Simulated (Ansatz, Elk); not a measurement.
# How far do independent atoms describe Be5Ge2?

Structure refinements treat a crystal as free atoms side by side. For a made-up structure of Be5Ge2 (cell and positions from a r2SCAN relaxation) the runs below show what the calculated density changes in F(hkl).

Method: DFT, PBE, all-electron APW+lo, Dirac cores, scalar-relativistic bands, static density, no spin, in Elk 11.2.3 (patched build).

This account leaves out most program logs.

The structure was built from a prototype and need not be the compound's stable phase.

## (1) Set-up

It takes space group R3m (No. 160, trigonal). Conventional cell: a = 3.957 Å, b = 3.957 Å, c = 17.761 Å, α = 90.00°, β = 90.00°, γ = 120.00°. Ge has 7 Be at 2.32 to 2.43 Å nearest. Ge has 5 Be at 2.29 to 2.44 Å nearest. Nearest to Be lie 4 Be at 2.24 to 2.35 Å and 4 Ge at 2.32 to 2.44 Å. Nearest to Be lie 4 Be at 2.25 to 2.46 Å and 4 Ge at 2.29 to 2.33 Å. Nearest to Be lie 4 Be at 2.20 to 2.47 Å and 4 Ge at 2.33 to 2.43 Å. Nearest to Be lie 7 Be at 2.25 to 2.47 Å. Farther neighbours are not listed.

## (2) Ground state and structure factors

An all-electron density is needed, since X-rays see the cores too. Task 0 finds the density and task 195 Fourier-transforms it; tshift is off so that phases refer to the origin typed.

Input file elk.in:

```
tasks
  0
  195

xctype
  20

spinpol
  .false.

rgkmax
  7.0

gmaxvr
  14.0

lmaxo
  7

lmaxapw
  8

swidth
  0.002

tshift
  .false.

ramdisk
  .false.

hmaxvr
  5.5

maxscl
  120

epspot
  1e-06

sppath
  './'

avec
  3.73891302732 2.15866244310 11.18768654860
  -3.73891302732 2.15866244310 11.18768654860
  0.00000000000 -4.31732488530 11.18768654877

atoms
  2
  'Ge.in'
  2
  0.5081522340 0.5081522340 0.5081522340   0.000000 0.000000 0.000000
  0.9964991500 0.9964991500 0.9964991500   0.000000 0.000000 0.000000
  'Be.in'
  5
  0.3774919116 0.3774919116 0.3774919116   0.000000 0.000000 0.000000
  0.8675961480 0.8675961480 0.8675961480   0.000000 0.000000 0.000000
  0.1274729901 0.1274729901 0.1274729901   0.000000 0.000000 0.000000
  0.7409847846 0.7409847846 0.7409847846   0.000000 0.000000 0.000000
  0.2515694947 0.2515694947 0.2515694947   0.000000 0.000000 0.000000

ngridk
  7 7 7
```

Launch:

```console
$ OMP_NUM_THREADS=4 elk
```

Elapsed: 51 s, on 4 threads of AMD EPYC 9B45 (Zen 5), shared host; peak memory 0.24 GiB; 3.1 min of CPU time.

SFACRHO.OUT:

```text

h k l indices transformed by vhmat matrix:
   1.000000000       0.000000000       0.000000000    
   0.000000000       1.000000000       0.000000000    
   0.000000000       0.000000000       1.000000000    

      h      k      l  multipl.   |H|            Re(F)            Im(F)           |F|

      0      0      0      1   0.0000000       83.999998      0.15754379E-15   83.999998    
      1      1      1      1  0.56161614      -2.0083660      -3.8949635       4.3822682    
     -1     -1     -1      1  0.56161614      -2.0083660       3.8949635       4.3822682    
     -1      0      0      3  0.98812375       1.5771827      0.23096167       1.5940040    
      0      1      0      3  0.98812375       1.5771827     -0.23096167       1.5940040    
     -1     -1      0      3   1.0399645       49.177744      0.82172184       49.184609    
      1      0      1      3   1.0399645       49.177744     -0.82172184       49.184609    
     -2     -2     -2      1   1.1232323       48.181744      -7.6657765       48.787751    
      2      2      2      1   1.1232323       48.181744       7.6657765       48.787751    
      2      1      1      3   1.2255922       49.411725       2.7432516       49.487816    
     -1     -2     -1      3   1.2255922       49.411725      -2.7432516       49.487816    
      1      2      2      3   1.3481428     -0.83765322      -10.372009       10.405779    
     -1     -2     -2      3   1.3481428     -0.83765322       10.372009       10.405779    
     -2     -3     -2      3   1.6305182       3.9271607       13.867562       14.412906    
      2      2      3      3   1.6305182       3.9271607      -13.867562       14.412906    
      0     -1      1      6   1.6804845       56.313949     -0.91335994E-12   56.313949    
     -3     -3     -3      1   1.6848484       1.2121099       14.178262       14.229980    
      3      3      3      1   1.6848484       1.2121099      -14.178262       14.229980
```

Elk indexes on the primitive cell of elk.in and gives |H| = 4π sin θ/λ in inverse bohr. Below, one row stands for each form hkl of the conventional cell (m members, Friedel mates merged), F is for one primitive cell and the density is static (no thermal factor). Free-atom factors are Waasmaier and Kirfel's, and R is Σm||F|−|F'||/Σm|F|.

```tsv
hkl	m	sin θ/λ (Å⁻¹)	abs F, DFT	neutral atoms	diff.	abs of complex diff.
003	2	0.085	4.382	4.418	-0.036	0.152
101	6	0.149	1.594	1.517	+0.077	0.148
012	6	0.156	49.185	49.295	-0.111	0.269
006	2	0.169	48.788	48.743	+0.045	0.271
104	6	0.184	49.488	49.539	-0.052	0.052
015	6	0.203	10.406	10.340	+0.066	0.067
107	6	0.245	14.413	14.565	-0.152	0.160
110	6	0.253	56.314	56.514	-0.200	0.200
009	2	0.253	14.230	14.183	+0.047	0.067
113	12	0.266	3.806	3.800	+0.006	0.006
018	6	0.268	52.340	52.796	-0.455	0.456
021	6	0.293	1.129	1.131	-0.002	0.009
202	6	0.297	40.572	40.804	-0.231	0.231
116	12	0.304	40.172	40.441	-0.269	0.278
024	6	0.313	41.038	41.328	-0.290	0.297
1 0 10	6	0.317	36.251	36.478	-0.227	0.240
205	6	0.324	8.565	8.643	-0.078	0.085
0 0 12	2	0.338	35.921	36.144	-0.223	0.231
```

## (3) The highest occupied states alone

An energy window below the Fermi level keeps the highest occupied states, to see at which angles they scatter; shallow core shells can lie inside it and anion s states outside. No new self-consistency is needed.

Changes to elk.in since step 2:

```diff
@@ -1,3 +1,2 @@
 tasks
-  0
   195
@@ -40,2 +39,5 @@
 
+wsfac
+  -0.275500 0.575740
+
 sppath
```

Launch:

```console
$ OMP_NUM_THREADS=4 elk
```

Run time: 3.6 s. Hardware: 4 threads; peak memory 0.24 GiB; 5.5 s of CPU time.

States within 15 eV below the Fermi level hold 18.00 electrons; any levels below the window count with the cores. Their amplitudes can exceed the total, where window and core parts have opposite phase:

```tsv
hkl	sin θ/λ (Å⁻¹)	abs F, window	abs F, all
003	0.085	1.091	4.382
101	0.149	0.569	1.594
012	0.156	1.285	49.185
006	0.169	1.467	48.788
104	0.184	1.064	49.488
015	0.203	0.367	10.406
107	0.245	0.024	14.413
110	0.253	0.246	56.314
009	0.253	0.146	14.230
113	0.266	0.031	3.806
```

## (4) Another functional

The difference from free atoms is small, so it is set against the change that PBEsol makes.

Changes to elk.in since step 3:

```diff
@@ -1,2 +1,3 @@
 tasks
+  0
   195
@@ -4,3 +5,3 @@
 xctype
-  20
+  22
 
@@ -39,5 +40,2 @@
 
-wsfac
-  -0.275500 0.575740
-
 sppath
```

Launch:

```console
$ OMP_NUM_THREADS=4 elk
```

Run time: 51 s. Hardware: 4 threads; peak memory 0.24 GiB.

Against the first run R = 0.04 %; the largest change is -0.030 at 300.

## (5) Basis size

The basis and the expansions that go with it are enlarged, to see whether the differences are converged.

Changes to elk.in since step 4:

```diff
@@ -5,3 +5,3 @@
 xctype
-  22
+  20
 
@@ -11,12 +11,12 @@
 rgkmax
-  7.0
+  8.5
 
 gmaxvr
-  14.0
+  18.0
 
 lmaxo
-  7
+  9
 
 lmaxapw
-  8
+  10
```

Launch:

```console
$ OMP_NUM_THREADS=4 elk
```

The job ended after 2.6 min (4 threads; peak memory 0.42 GiB).

Against the first run R = 0.00 %; the largest change is -0.002 at 048.

## (6) Settings against the effect

```tsv
run	R against the first run (%)	R against neutral atoms, low angle (%)	wall time
PBE, rgkmax 7	0.00	0.46	51 s
PBEsol	0.04	0.47	51 s
rgkmax 8.5 with larger expansions	0.00	0.46	2.6 min
```

## (7) Results

| Quantity | Value |
| --- | --- |
| R against neutral atoms, sin θ/λ < 0.3 Å⁻¹ | 0.46 % |
| R against neutral atoms, 0.3 to 0.78 Å⁻¹ | 0.26 % |

In words: Independent neutral atoms miss the calculated amplitudes by R = 0.46 % below 0.3 Å⁻¹ and 0.26 % from there to 0.78 Å⁻¹; by shells, 2.90 % below 0.15 Å⁻¹ (2 forms), 0.43 % 0.15 to 0.3 (11 forms), 0.34 % 0.3 to 0.45 (24 forms), 0.24 % above 0.45 (112 forms). Bonding, aspherical density and the tables' own atoms all enter these figures, and the runs don't part them. The largest change of an amplitude is -0.46 electrons, at 018. R counts amplitudes alone; phases shift too. The window's part falls from 18.0 electrons at the origin to at most 0.23 between 0.45 and 0.78 Å⁻¹. Below 0.3 Å⁻¹ the changes that finished (PBEsol and rgkmax 8.5 with larger expansions) move F by R = 0.03 % at most, against the 0.46 % that separates it from free atoms. The k-mesh has no finished test. Part of the difference isn't bonding: the tables are fits to free atoms and ions calculated by other methods than this functional. Thermal motion, anomalous dispersion and extinction are left out.

[Logs are printed without paths, hosts, clocks, repeated set-up lines and the standing remarks that a program may print on its own settings, such as how far it seeks lower states.]

[Hosts, paths, dates, database ids (printed as entryN), source tags and the programs' standing remarks are cut or masked in the printed files.]
